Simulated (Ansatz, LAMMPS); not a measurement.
# Relaxing glassy 56SiO2-19BaO-25CaO (mol %) (82 atoms), part 2 of 3

How does glassy 56SiO2-19BaO-25CaO (mol %) (82 atoms) relax, and what do bonds, charges and levels look like afterwards?

Ansatz 0.2.0; Kohn-Sham DFT, revPBE, PAW (set soft_2), plane waves.

The cell: 18 Si, 6 Ba, 8 Ca and 50 O. The quench rate of 10 K/ps is orders of magnitude faster than experiment. The network of bonds at the start is that of the classical potential that made the cell. Sampling is at Γ alone, for a cell whose shortest periodic width is 11 Å. The levels lack spin–orbit coupling.

So far. Step 3 (Single point at the start): Neighbours are counted within 2.12 Å (O-Si), 2.88 Å (O-Ca), 3.33 Å (O-Ba).

## 4. Cell and atoms relaxed

Cell and atoms are freed together, to release stress as well as forces.

File input.yaml:

```yaml
crystal:
  lattice:
    - [10.67573, 0.0, 0.0]
    - [0.0, 10.67573, 0.0]
    - [0.0, 0.0, 10.67573]
  atoms:
    [... the 82 atom lines of step 3 ...]
kpoints:
  mp_grid: { grid: [1, 1, 1] }
hamiltonian:
  xc: revpbe
scf:
  occupations: { method: fixed }
output:
  forces: true
relax:
  f_tol: 0.03
  max_steps: 200
  cell: {}
```

Launch:

```
> ansatz run input.yaml --threads 4 --pin off --max-ram 8192MiB --backend cpu --events-out ev --progress --plain --runs-dir out
```

Numbers of over 12 decimals in the logs are rounded to 6 here.

The log of the run:

```text
[...]
Crystal: 82 atoms, lattice volume = 1216.726 Å³
Basis set: ecut = 420 eV, 23847 PW (Γ), exchange–correlation on 144×144×144 points (8 copies of the dense FFT grid, shifted against one another)
Bands: 338, of which v1, the nominal top of the filled ones, is band 256 counted from 1 (255 counted from 0)
Symmetry: 1 space group operations
[...]
k-points: 1
[...]
SCF iter   1: F=—  HF=-90320.251240 eV  |F-HF|=—  |Δ(HF+E_count)|=         —  Δρ=3.69e-3  dr2=1.86e-1  ethr=1.77e-3  ⟨swp⟩=7.0  Hψ=1164  notcnv=0  defer=80
[...]
SCF iter   3: F=—  HF=-90320.244182 eV  |F-HF|=—  |Δ(HF+E_count)|=   4.19e-3  Δρ=8.25e-4  dr2=9.12e-3  ethr=5.26e-6  ⟨swp⟩=3.0  Hψ=442  notcnv=0  defer=76
automatic band count: iteration 3 solves 334 bands in place of 338: the levels show a gap, and the empty bands left out lie too high to hold charge; the band table lists the bands solved (type scf.n_extra_bands for more)
SCF iter   4: F=—  HF=-90320.246638 eV  |F-HF|=—  |Δ(HF+E_count)|=   2.46e-3  Δρ=2.28e-4  dr2=5.71e-4  ethr=1.78e-6  ⟨swp⟩=3.0  Hψ=434  notcnv=0  defer=76
[...]
SCF iter  10: F=-90320.248903 eV  HF=-90320.248903 eV  |F-HF|=1.99e-8  |Δ(HF+E_count)|=   2.44e-8  Δρ=1.19e-6  dr2=1.66e-8  ethr=1.95e-11  ⟨swp⟩=5.0  Hψ=1006  notcnv=0
SCF 1 converged in 10 iterations: F = -90320.248903 eV  dr2 = 1.66e-8
[...]
relax step   1: F+E_penalty+E_count = -90320.24890291 eV  Δ(F+E_penalty+E_count) = +0.000e0 eV  max|allowed force component| = 4.790e0 eV/Å  Δτ_max = 0.0000 Å  P = +7.024 GPa  Ω = 1216.726 Å³  (10 SCF iters, dr2 threshold 1.00e-7 eV, accepted)
[... from here on, the SCF cycles and remarks between the steps are left out ...]
relax step   2: F+E_penalty+E_count = -90324.84504818 eV  Δ(F+E_penalty+E_count) = -4.596e0 eV  max|allowed force component| = 2.403e0 eV/Å  Δτ_max = 0.1950 Å  P = +4.161 GPa  Ω = 1224.297 Å³  energy of the carried Pulay correction = -1.948e-2 eV  (8 SCF iters, dr2 threshold 8.20e-6 eV, accepted)
relax step   3: F+E_penalty+E_count = -90327.27391132 eV  Δ(F+E_penalty+E_count) = -2.429e0 eV  max|allowed force component| = 1.162e0 eV/Å  Δτ_max = 0.1949 Å  P = +0.406 GPa  Ω = 1249.046 Å³  energy of the carried Pulay correction = -8.231e-2 eV  (8 SCF iters, dr2 threshold 8.20e-6 eV, accepted)
relax step   4: F+E_penalty+E_count = -90327.82499647 eV  Δ(F+E_penalty+E_count) = -5.511e-1 eV  max|allowed force component| = 6.641e-1 eV/Å  Δτ_max = 0.2000 Å  P = -0.047 GPa  Ω = 1262.843 Å³  energy of the carried Pulay correction = -1.168e-1 eV  (8 SCF iters, dr2 threshold 8.20e-6 eV, accepted)
relax step   5: F+E_penalty+E_count = -90328.00429661 eV  Δ(F+E_penalty+E_count) = -1.793e-1 eV  max|allowed force component| = 3.086e-1 eV/Å  Δτ_max = 0.0818 Å  P = -0.213 GPa  Ω = 1268.595 Å³  energy of the carried Pulay correction = -1.311e-1 eV  (7 SCF iters, dr2 threshold 8.20e-6 eV, accepted)
relax step   6: F+E_penalty+E_count = -90328.05878769 eV  Δ(F+E_penalty+E_count) = -5.449e-2 eV  max|allowed force component| = 4.000e-1 eV/Å  Δτ_max = 0.2000 Å  P = +0.173 GPa  Ω = 1258.561 Å³  energy of the carried Pulay correction = -1.061e-1 eV  (8 SCF iters, dr2 threshold 5.95e-6 eV, accepted)
relax step   7: F+E_penalty+E_count = -90328.11724974 eV  Δ(F+E_penalty+E_count) = -5.846e-2 eV  max|allowed force component| = 2.103e-1 eV/Å  Δτ_max = 0.2000 Å  P = -0.080 GPa  Ω = 1261.087 Å³  energy of the carried Pulay correction = -1.124e-1 eV  (7 SCF iters, dr2 threshold 8.20e-6 eV, accepted)
relax step   8: F+E_penalty+E_count = -90328.24127279 eV  Δ(F+E_penalty+E_count) = -1.240e-1 eV  max|allowed force component| = 1.524e-1 eV/Å  Δτ_max = 0.2000 Å  P = -0.040 GPa  Ω = 1265.051 Å³  energy of the carried Pulay correction = -1.223e-1 eV  (8 SCF iters, dr2 threshold 2.76e-6 eV, accepted)
relax step   9: F+E_penalty+E_count = -90328.25436884 eV  Δ(F+E_penalty+E_count) = -1.310e-2 eV  max|allowed force component| = 5.608e-1 eV/Å  Δτ_max = 0.1970 Å  P = -0.084 GPa  Ω = 1267.138 Å³  energy of the carried Pulay correction = -1.275e-1 eV  (8 SCF iters, dr2 threshold 1.45e-6 eV, accepted)
relax step  10: F+E_penalty+E_count = -90328.34231119 eV  Δ(F+E_penalty+E_count) = -8.794e-2 eV  max|allowed force component| = 1.895e-1 eV/Å  Δτ_max = 0.2000 Å  P = +0.006 GPa  Ω = 1265.720 Å³  energy of the carried Pulay correction = -1.239e-1 eV  (7 SCF iters, dr2 threshold 8.20e-6 eV, accepted)
relax step  11: F+E_penalty+E_count = -90328.35452571 eV  Δ(F+E_penalty+E_count) = -1.221e-2 eV  max|allowed force component| = 1.787e-1 eV/Å  Δτ_max = 0.0487 Å  P = -0.009 GPa  Ω = 1265.872 Å³  energy of the carried Pulay correction = -1.243e-1 eV  (7 SCF iters, dr2 threshold 2.25e-6 eV, accepted)
relax step  12: F+E_penalty+E_count = -90328.38576628 eV  Δ(F+E_penalty+E_count) = -3.124e-2 eV  max|allowed force component| = 2.087e-1 eV/Å  Δτ_max = 0.2000 Å  P = -0.002 GPa  Ω = 1266.450 Å³  energy of the carried Pulay correction = -1.257e-1 eV  (8 SCF iters, dr2 threshold 1.99e-6 eV, accepted)
[...]
relax step  18: F+E_penalty+E_count = -90328.53775330 eV  Δ(F+E_penalty+E_count) = -1.337e-2 eV  max|allowed force component| = 8.826e-2 eV/Å  Δτ_max = 0.0353 Å  P = -0.051 GPa  Ω = 1261.658 Å³  energy of the carried Pulay correction = -1.139e-1 eV  (7 SCF iters, dr2 threshold 9.81e-7 eV, accepted)
relax step  19: F+E_penalty+E_count = -90328.53988872 eV  Δ(F+E_penalty+E_count) = -2.135e-3 eV  max|allowed force component| = 8.226e-2 eV/Å  Δτ_max = 0.0355 Å  P = -0.030 GPa  Ω = 1262.068 Å³  energy of the carried Pulay correction = -1.149e-1 eV  (7 SCF iters, dr2 threshold 4.87e-7 eV, accepted)
relax step  20: F+E_penalty+E_count = -90328.54329381 eV  Δ(F+E_penalty+E_count) = -3.405e-3 eV  max|allowed force component| = 9.363e-2 eV/Å  Δτ_max = 0.0318 Å  P = +0.029 GPa  Ω = 1262.268 Å³  energy of the carried Pulay correction = -1.154e-1 eV  (7 SCF iters, dr2 threshold 4.23e-7 eV, accepted)
relax step  21: F+E_penalty+E_count = -90328.54836576 eV  Δ(F+E_penalty+E_count) = -5.072e-3 eV  max|allowed force component| = 1.885e-2 eV/Å  Δτ_max = 0.0545 Å  P = +0.010 GPa  Ω = 1262.284 Å³  energy of the carried Pulay correction = -1.154e-1 eV  (7 SCF iters, dr2 threshold 5.48e-7 eV, accepted)
relax step  22: F+E_penalty+E_count = -90328.72009883 eV  Δ(F+E_penalty+E_count) = -1.717e-1 eV  max|allowed force component| = 1.876e-2 eV/Å  Δτ_max = 0.0000 Å  P = +0.260 GPa  Ω = 1262.284 Å³  stress off target by 4.86e-1 GPa  SCF on the basis re-selected at this cell (its energy is not comparable with the rows above)  (8 SCF iters)
relax step  23: F+E_penalty+E_count = -90328.65165373 eV  Δ(F+E_penalty+E_count) = +6.845e-2 eV  max|allowed force component| = 3.032e-1 eV/Å  Δτ_max = 0.1938 Å  P = +0.072 GPa  Ω = 1266.317 Å³  energy of the carried Pulay correction = -1.054e-2 eV  (9 SCF iters, dr2 threshold 5.91e-7 eV, rejected (line search))
relax step  24: F+E_penalty+E_count = -90328.71221675 eV  Δ(F+E_penalty+E_count) = +7.882e-3 eV  max|allowed force component| = 4.917e-2 eV/Å  Δτ_max = 0.0409 Å  P = +0.004 GPa  Ω = 1269.209 Å³  energy of the carried Pulay correction = -1.839e-2 eV  (12 SCF iters, accepted)
relax step  25: F+E_penalty+E_count = -90328.70292557 eV  Δ(F+E_penalty+E_count) = +9.291e-3 eV  max|allowed force component| = 1.181e-1 eV/Å  Δτ_max = 0.1000 Å  P = -0.000 GPa  Ω = 1271.852 Å³  energy of the carried Pulay correction = -2.552e-2 eV  (9 SCF iters, dr2 threshold 1.51e-7 eV, rejected (line search))
relax step  26: F+E_penalty+E_count = -90328.71211153 eV  Δ(F+E_penalty+E_count) = +1.052e-4 eV  max|allowed force component| = 3.962e-2 eV/Å  Δτ_max = 0.0488 Å  P = -0.007 GPa  Ω = 1270.947 Å³  energy of the carried Pulay correction = -2.309e-2 eV  (11 SCF iters, accepted)
relax step  27: F+E_penalty+E_count = -90328.71138682 eV  Δ(F+E_penalty+E_count) = +7.247e-4 eV  max|allowed force component| = 4.434e-2 eV/Å  Δτ_max = 0.0326 Å  P = -0.001 GPa  Ω = 1271.280 Å³  energy of the carried Pulay correction = -2.400e-2 eV  (7 SCF iters, dr2 threshold 9.81e-8 eV, accepted)
relax step  28: F+E_penalty+E_count = -90328.70865659 eV  Δ(F+E_penalty+E_count) = +2.730e-3 eV  max|allowed force component| = 5.347e-2 eV/Å  Δτ_max = 0.0750 Å  P = +0.010 GPa  Ω = 1271.810 Å³  energy of the carried Pulay correction = -2.532e-2 eV  (9 SCF iters, dr2 threshold 1.23e-7 eV, rejected (line search))
relax step  29: F+E_penalty+E_count = -90328.71178285 eV  Δ(F+E_penalty+E_count) = -3.960e-4 eV  max|allowed force component| = 1.710e-2 eV/Å  Δτ_max = 0.0343 Å  P = -0.005 GPa  Ω = 1271.820 Å³  energy of the carried Pulay correction = -2.540e-2 eV  (11 SCF iters, accepted)
relax step  30: F+E_penalty+E_count = -90328.73749037 eV  Δ(F+E_penalty+E_count) = -2.571e-2 eV  max|allowed force component| = 1.696e-2 eV/Å  Δτ_max = 0.0000 Å  P = +0.009 GPa  Ω = 1271.820 Å³  stress off target by 3.71e-2 GPa  SCF on the basis re-selected at this cell (its energy is not comparable with the rows above)  (6 SCF iters)
[...]
SCF converged after 6 iterations
Free energy (F): -90328.737490 eV
[...]
Internal energy: -90328.737490 eV  (E = F + TS)
E sigma→0 (E₀):  -90328.737490 eV
Fermi energy:    4.733133 eV
[...]
--- Forces (eV/Å), atoms counted from 1 ---
  atom   1  Si    -0.00110645     0.00170628    -0.00248850
  atom   2  Si     0.00005044    -0.00742322    -0.00789309
  atom   3  Si    -0.00888937    -0.00270930     0.00077475
  atom   4  Si     0.00577614     0.00736961    -0.00254655
  atom   5  Si    -0.00096834    -0.01117563     0.00335363
  atom   6  Si     0.00888344     0.00211109     0.01033868
  atom   7  Si     0.00251570    -0.00722729    -0.00652252
  atom   8  Si    -0.00947078    -0.00628309    -0.00169262
  atom   9  Si    -0.00512232    -0.00174999     0.00125036
  atom  10  Si    -0.01696230    -0.00340653     0.00561170
  atom  11  Si    -0.00037809    -0.00368863     0.00374481
  atom  12  Si    -0.01032964    -0.00519320     0.00333537
  atom  13  Si     0.00506277     0.00238471     0.00023939
  atom  14  Si    -0.00292007     0.00662437    -0.00140827
[...]
atom  81  O      0.00354937     0.00327247     0.00127528
  atom  82  O      0.00359086     0.00415681    -0.00107197
  max |Σ_I F_I| component: 4.26e-5 eV/Å
--- Stress (GPa, compression-positive) ---
       -0.003548       0.003413       0.006912
        0.003414       0.024746       0.018406
        0.006912       0.018406       0.005940
  P = ⅓ Tr σ = 0.0090 GPa (0.090 kbar)
--- Relaxed structure (28 steps of the walk, 25 accepted, 2 SCFs on fresh bases) ---
  F+E_penalty+E_count = -90328.73749037 eV   max|allowed force component| = 1.696e-2 eV/Å   (the final SCF, on the basis selected at the relaxed cell)
  cell:  # Å, volume = 1271.8200 Å³
    - [10.731105, 0.000398189, -0.00516232]
    - [0.000398189, 10.983576, 0.280319]
    - [-0.00516232, 0.280319, 10.797555]
  atoms:
    - { symbol: Si, position: [0.173047, 0.797166, 0.752146] }
    - { symbol: Si, position: [0.819276, 0.083306, 0.796122] }
    - { symbol: Si, position: [0.452034, 0.075976, 0.764830] }
    - { symbol: Si, position: [0.630227, 0.349204, 0.459463] }
[...]
- { symbol: O, position: [0.937983, 0.620090, 0.467312] }
```

It took 5.9 min on 4 threads of Arm Neoverse V1, shared host; peak memory 1.4 GiB; 23 min of CPU time.

Relaxation path (22 of 30):

| step | energy less that of the first step (eV) | largest force component (eV/Å) | pressure (GPa) | volume (Å³) |
| --- | --- | --- | --- | --- |
| 1 | 0.0000 | 4.7903 | 7.02 | 1216.73 |
| 2 | -4.5961 | 2.4027 | 4.16 | 1224.30 |
| 4 | -7.5761 | 0.6641 | -0.05 | 1262.84 |
| 5 | -7.7554 | 0.3086 | -0.21 | 1268.59 |
| 7 | -7.8683 | 0.2103 | -0.08 | 1261.09 |
| 8 | -7.9924 | 0.1524 | -0.04 | 1265.05 |
| 9 | -8.0055 | 0.5608 | -0.08 | 1267.14 |
| 11 | -8.1056 | 0.1787 | -0.01 | 1265.87 |
| 12 | -8.1369 | 0.2087 | 0.00 | 1266.45 |
| 13 | -8.1775 | 0.2999 | -0.05 | 1262.77 |
| 15 | -8.2441 | 0.1900 | 0.19 | 1256.06 |
| 16 | -8.2654 | 0.1429 | 0.01 | 1261.02 |
| 18 | -8.2888 | 0.0883 | -0.05 | 1261.66 |
| 19 | -8.2910 | 0.0823 | -0.03 | 1262.07 |
| 20 | -8.2944 | 0.0936 | 0.03 | 1262.27 |
| 22* | -8.4712 | 0.0188 | 0.26 | 1262.28 |
| 23 | -8.4028 | 0.3032 | 0.07 | 1266.32 |
| 24 | -8.4633 | 0.0492 | 0.00 | 1269.21 |
| 26 | -8.4632 | 0.0396 | -0.01 | 1270.95 |
| 27 | -8.4625 | 0.0443 | 0.00 | 1271.28 |
| 29 | -8.4629 | 0.0171 | 0.00 | 1271.82 |
| 30* | -8.4886 | 0.0170 | 0.01 | 1271.82 |

Relaxation steps marked * repeat the geometry before them on a plane-wave basis chosen anew for their cell, so energy and pressure can jump there. Other such steps can lie between the rows shown. Relaxation steps 23, 25, 28 were tried and not accepted.

| cell as run | before | after | change |
| --- | --- | --- | --- |
| a (Å) | 10.676 | 10.731 | +0.5 % |
| b (Å) | 10.676 | 10.987 | +2.9 % |
| c (Å) | 10.676 | 10.801 | +1.2 % |
| α (°) | 90.00 | 87.05 | -3.3 % |
| β (°) | 90.00 | 90.05 | +0.1 % |
| volume (Å³/atom) | 14.84 | 15.51 | +4.5 % |

The atoms that moved most (Å, as changes of fractional coordinates times the final cell):

| atom | dx | dy | dz | length |
| --- | --- | --- | --- | --- |
| Ca27 | -0.394 | -0.520 | 0.992 | 1.187 |
| O47 | 0.154 | 0.509 | -0.669 | 0.855 |
| O81 | 0.309 | 0.402 | -0.572 | 0.764 |
| O60 | 0.164 | 0.301 | -0.666 | 0.749 |
| O57 | 0.724 | -0.008 | 0.160 | 0.742 |
| O46 | 0.540 | -0.276 | 0.341 | 0.696 |
| Ca28 | -0.159 | -0.451 | 0.416 | 0.634 |
| O70 | -0.347 | 0.194 | 0.429 | 0.585 |

The relaxation changed the energy by -104 meV/atom, and atoms moved by 0.40 Å r.m.s., 1.2 Å at most.

## 5. Structure statistics after relaxation

Bonds before and after, by the cutoffs listed below:

| pair | bonds before | bonds after | mean before (Å) | mean after (Å) | spread before (Å) | spread after (Å) |
| --- | --- | --- | --- | --- | --- | --- |
| O-Si | 72 | 72 | 1.616 | 1.655 | 0.050 | 0.037 |
| O-Ba | 41 | 42 | 2.845 | 2.847 | 0.151 | 0.208 |

Density 3.20 g/cm³, 15.51 Å³ an atom.

g(r), total and by pair (bins of 0.2 Å):

| r (Å) | total | O-O | O-Si | O-Ca | O-Ba | Si-Si | Si-Ca |
| --- | --- | --- | --- | --- | --- | --- | --- |
| 1.50 | 0.12 | 0.00 | 0.45 | 0.00 | 0.00 | 0.00 | 0.00 |
| 1.70 | 3.83 | 0.00 | 14.32 | 0.00 | 0.00 | 0.00 | 0.00 |
| 1.90 | 0.00 | 0.00 | 0.00 | 0.00 | 0.00 | 0.00 | 0.00 |
| 2.10 | 0.03 | 0.00 | 0.00 | 0.27 | 0.00 | 0.00 | 0.00 |
| 2.30 | 0.60 | 0.00 | 0.00 | 5.04 | 0.00 | 0.00 | 0.00 |
| 2.50 | 0.55 | 0.43 | 0.00 | 2.49 | 1.06 | 0.00 | 0.00 |
| 2.70 | 2.28 | 5.03 | 0.00 | 0.55 | 3.88 | 0.00 | 0.00 |
| 2.90 | 0.72 | 0.88 | 0.00 | 1.06 | 2.00 | 1.08 | 0.81 |
| 3.10 | 0.71 | 0.59 | 0.23 | 0.39 | 1.42 | 4.44 | 1.09 |
| 3.30 | 0.68 | 0.89 | 0.26 | 0.11 | 0.48 | 1.47 | 1.31 |
| 3.50 | 0.96 | 0.93 | 0.83 | 0.31 | 0.83 | 0.00 | 3.11 |
| 3.70 | 1.22 | 0.92 | 1.63 | 0.93 | 0.86 | 0.00 | 3.63 |
| 3.90 | 1.04 | 0.69 | 1.33 | 0.99 | 0.77 | 0.40 | 1.37 |
| 4.10 | 1.03 | 0.84 | 1.30 | 0.97 | 0.89 | 0.18 | 0.42 |
| 4.30 | 1.18 | 0.77 | 1.83 | 1.36 | 1.38 | 1.01 | 0.57 |
| 4.50 | 0.94 | 0.64 | 1.06 | 1.43 | 0.92 | 1.05 | 0.87 |
| 4.70 | 1.10 | 1.14 | 1.16 | 1.49 | 0.83 | 1.42 | 0.49 |
| 4.90 | 1.02 | 1.17 | 0.71 | 1.32 | 1.06 | 1.16 | 1.02 |
| 5.10 | 0.94 | 1.10 | 0.72 | 1.21 | 0.98 | 0.48 | 1.20 |
| 5.30 | 1.07 | 1.38 | 0.78 | 0.94 | 1.38 | 1.45 | 0.62 |

Bonds by pair of elements; cutoffs follow the first minimum of g(r), held within bounds set by covalent radii, and pairs that aren't listed don't count as bonded:

| pair A-B | cutoff (Å) | bonds | mean length (Å) | spread (Å) | shortest (Å) | B about A | A about B |
| --- | --- | --- | --- | --- | --- | --- | --- |
| O-Si | 2.12 | 72 | 1.66 | 0.037 | 1.59 | 1.44 | 4 |
| O-Ca | 2.83 | 38 | 2.39 | 0.145 | 2.19 | 0.76 | 4.75 |
| O-Ba | 3.38 | 42 | 2.85 | 0.208 | 2.46 | 0.84 | 7 |

The cutoff for O-Ca falls short of the minimum of g(r), so counts run low and odd coordinations can be artefacts.

How many atoms have how many bonded neighbours:

| element | mean | 2 | 3 | 4 | 5 | 6 | 7 | 10 |
| --- | --- | --- | --- | --- | --- | --- | --- | --- |
| Ba | 7 | 0 | 0 | 0 | 1 | 1 | 3 | 1 |
| Ca | 4.75 | 0 | 0 | 3 | 4 | 1 | 0 | 0 |
| O | 3.04 | 10 | 28 | 12 | 0 | 0 | 0 | 0 |
| Si | 4 | 0 | 0 | 18 | 0 | 0 | 0 | 0 |

Bond angles, per cent of each kind in bins of 5°:

| angle (°) | O-Si-O | O-Ca-O | Ba-O-Si | Ca-O-Si |
| --- | --- | --- | --- | --- |
| 60–65 | 0.0 | 2.7 | 0.0 | 0.0 |
| 65–70 | 0.0 | 2.7 | 0.0 | 0.0 |
| 70–75 | 0.0 | 0.0 | 0.0 | 0.0 |
| 75–80 | 0.0 | 11.0 | 0.0 | 0.0 |
| 80–85 | 0.0 | 9.6 | 5.8 | 0.0 |
| 85–90 | 0.0 | 11.0 | 9.6 | 7.1 |
| 90–95 | 0.0 | 12.3 | 9.6 | 4.8 |
| 95–100 | 1.8 | 4.1 | 11.5 | 4.8 |
| 100–105 | 17.6 | 6.9 | 13.5 | 2.4 |
| 105–110 | 33.3 | 4.1 | 5.8 | 9.5 |
| 110–115 | 32.4 | 4.1 | 13.5 | 0.0 |
| 115–120 | 11.1 | 4.1 | 7.7 | 11.9 |
| 120–125 | 3.7 | 2.7 | 11.5 | 9.5 |
| 125–130 | 0.0 | 4.1 | 0.0 | 14.3 |
| 130–135 | 0.0 | 2.7 | 5.8 | 14.3 |
| 135–140 | 0.0 | 2.7 | 1.9 | 7.1 |
| 140–145 | 0.0 | 1.4 | 1.9 | 4.8 |
| 145–150 | 0.0 | 2.7 | 1.9 | 2.4 |
| 150–155 | 0.0 | 1.4 | 0.0 | 7.1 |
| 155–160 | 0.0 | 1.4 | 0.0 | 0.0 |
| 160–165 | 0.0 | 2.7 | 0.0 | 0.0 |
| 165–170 | 0.0 | 1.4 | 0.0 | 0.0 |
| 170–175 | 0.0 | 4.1 | 0.0 | 0.0 |

Bond angles (no mean is given where the spread exceeds 20°):

| angle | count | mean (°) | spread (°) |
| --- | --- | --- | --- |
| O-Si-O | 108 | 109 | 5.1 |
| O-Ca-O | 73 | - | - |
| Ba-O-Si | 52 | 107 | 16 |
| Ca-O-Si | 42 | 122 | 17.8 |

Oxygen atoms by the number of network formers (Si, P, Ge, B, Al, As, Ga) bound to them:

| network formers bound to O | O atoms | per cent |
| --- | --- | --- |
| 0 | 0 | 0 |
| 1 | 28 | 56 |
| 2 | 22 | 44 |

Network units: each former by its oxygen neighbours and how many of them bridge to another former:

| former | O neighbours | bridging O | atoms |
| --- | --- | --- | --- |
| Si | 4 | 1 | 3 |
| Si | 4 | 2 | 7 |
| Si | 4 | 3 | 5 |
| Si | 4 | 4 | 3 |

Bond length by coordination (bonds to H left out):

| element | coordination | atoms | mean bond length (Å) |
| --- | --- | --- | --- |
| Ba | 5 | 1 | 2.71 |
| Ba | 6 | 1 | 2.81 |
| Ba | 7 | 3 | 2.86 |
| Ba | 10 | 1 | 2.92 |
| Ca | 4 | 3 | 2.32 |
| Ca | 5 | 4 | 2.42 |
| Ca | 6 | 1 | 2.46 |
| O | 2 | 10 | 1.66 |
| O | 3 | 28 | 2.15 |
| O | 4 | 12 | 2.40 |

Rings of the network by King's shortest-path rule, up to 12 atoms, one path for each pair of neighbours; H, halogens, alkali and alkaline-earth atoms are left out, and the last column divides by all other atoms, bonded or not:

| ring size (atoms) | rings | per network atom |
| --- | --- | --- |
| 10 | 1 | 0.015 |

First main peaks of g(r), for some of the pairs, lie near 2.7 Å (O-O), 1.7 Å (O-Si), 2.3 Å (O-Ca), 2.7 Å (O-Ba), 3.1 Å (Si-Si) and 3.6 Å (Si-Ca). The O-Si-O angle averages 109° with a spread of 5°. 44 % of the oxygens bridge two formers (Si) and 56 % are non-bridging. The commonest Si unit has 4 oxygens, 2 of them shared with other formers (7 of 18 atoms). All rings counted have 10 atoms.

[end of part 2 of 3]

[Logs are printed without paths, hosts, clocks, repeated set-up lines and the standing remarks that a program may print on its own settings, such as how far it seeks lower states.]

[Hosts, paths, dates, database ids (printed as entryN), source tags and the programs' standing remarks are cut or masked in the printed files.]
